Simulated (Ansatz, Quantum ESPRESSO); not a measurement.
# KMgF3 (Pm-3m): Raman and infrared activity

Which lines does KMgF3 (Pm-3m) show in Raman and infrared spectra?

Method: DFT LDA, scalar-relativistic, plane waves, PseudoDojo norm-conserving pseudopotentials, in Quantum ESPRESSO 8.0 development, patched.

## Step 1: The structure

The structure is cubic, space group Pm-3m (No. 221). The conventional cell has a = 3.986 Å, b = 3.986 Å, c = 3.986 Å, α = 90.00°, β = 90.00°, γ = 90.00°. K has 12 F at 2.82 Å nearest. Nearest to Mg lie 6 F at 1.99 Å. Nearest to F lie 2 Mg at 1.99 Å and 4 K at 2.82 Å. Farther neighbours and most contacts between anions are not listed.

Structure file:

```cif
data_structure
_symmetry_space_group_name_H-M 'Pm-3m'
_symmetry_Int_Tables_number 221
_cell_length_a 3.9859
_cell_length_b 3.9859
_cell_length_c 3.9859
_cell_angle_alpha 90.000
_cell_angle_beta 90.000
_cell_angle_gamma 90.000
_cell_volume 63.33
loop_
_atom_site_label
_atom_site_type_symbol
_atom_site_symmetry_multiplicity
_atom_site_Wyckoff_symbol
_atom_site_fract_x
_atom_site_fract_y
_atom_site_fract_z
_atom_site_occupancy
K1 K 1 b 0.50000 0.50000 0.50000 1
Mg1 Mg 1 a 0.00000 0.00000 0.00000 1
F1 F 3 d 0.50000 0.00000 0.00000 1
```

## Step 2: A first look

A cheap run with smearing and empty bands tells whether the crystal has a gap, which decides between fixed occupations and smearing later on.

File probe.in:

```
&control
   calculation = 'scf'
   prefix = 'x'
   outdir = './tmp'
   pseudo_dir = './pseudo'
   tprnfor = .true.
   tstress = .true.
   verbosity = 'high'
/
&system
   ibrav = 1
   celldm(1) = 7.53225936
   nat = 5
   ntyp = 3
   ecutwfc = 84.0
   occupations = 'smearing'
   smearing = 'gaussian'
   degauss = 0.01
/
&electrons
   conv_thr = 1.0d-07
   mixing_beta = 0.7
   electron_maxstep = 100
/
ATOMIC_SPECIES
 K      39.0983  K.upf
 Mg     24.3050  Mg.upf
 F      18.9984  F.upf
ATOMIC_POSITIONS crystal
 K      0.500000000   0.500000000   0.500000000
 Mg     0.000000000   0.000000000   0.000000000
 F      0.500000000   0.000000000   0.000000000
 F      0.000000000   0.500000000   0.000000000
 F      0.000000000   0.000000000   0.500000000
K_POINTS automatic
 4 4 4 0 0 0
```

Command:

```
$ OMP_NUM_THREADS=1 mpirun -n 8 pw.x -nk 8 -in probe.in > probe.out
```

Then come: relaxing the cell and atoms; ground state; linear response at Γ; modes with the sum rule; sum rules set otherwise (asr no); sum rules set otherwise (asr crystal); modes along a direction of q (1 0 0); cross-check with Ansatz; the two compared: QE PseudoDojo and Ansatz, PseudoDojo. Settings of the main run: cutoff 84 Ry, 6×6×6 k-mesh, fixed occupations, response threshold 1.00e-18, field response on, Raman on, q point (0, 0, 0).

**Question.** What will these runs give for the highest optical zone-centre mode and lowest optical zone-centre mode?

No mode is Raman active in this structure; the strongest infrared line lies at 516 cm⁻¹. At the LDA level the optical modes of KMgF3 (Pm-3m) at the zone centre (no LO-TO term) run from 155 to 516 cm⁻¹. Along the directions run, the highest mode that the macroscopic field moves lies at 599 cm⁻¹.

```
volume per atom                                                        : 11.9 Å³
gap on the k-mesh                                                      : 7.47 eV
highest optical zone-centre mode (no LO-TO term)                       : 516.2 cm⁻¹
lowest optical zone-centre mode                                        : 155.5 cm⁻¹
highest mode moved by the LO-TO term                                   : 598.9 cm⁻¹
mean high-frequency dielectric constant                                : 2.16
mean static dielectric constant                                        : 6.64
imaginary optical modes at the zone centre (no q mesh in this session) : none
largest difference from Ansatz, PseudoDojo                             : 0.18 cm⁻¹
```

Lattice motion raises the mean dielectric constant from 2.158 to 6.640. Of the 12 optical modes, 9 are infrared active alone and 3 are silent. QE PseudoDojo and Ansatz, PseudoDojo agree to 0.18 cm⁻¹ (0.03 % of the highest mode compared) on all solved modes but the acoustic ones at Γ, without the LO-TO term. These are harmonic frequencies at zero temperature: anharmonic shifts and linewidths and thermal expansion are left out. The build is a development version in which the Raman tensors of release 7.5 are mended; dynmat.x leaves out the electro-optic term of LO lines.

[Host names and launcher messages were left out of these logs when they were recorded.]

[Logs are printed without paths, hosts, clocks, repeated set-up lines and the standing remarks that a program may print on its own settings, such as how far it seeks lower states.]

[Hosts, paths, dates, database ids (printed as entryN), source tags and the programs' standing remarks are cut or masked in the printed files.]
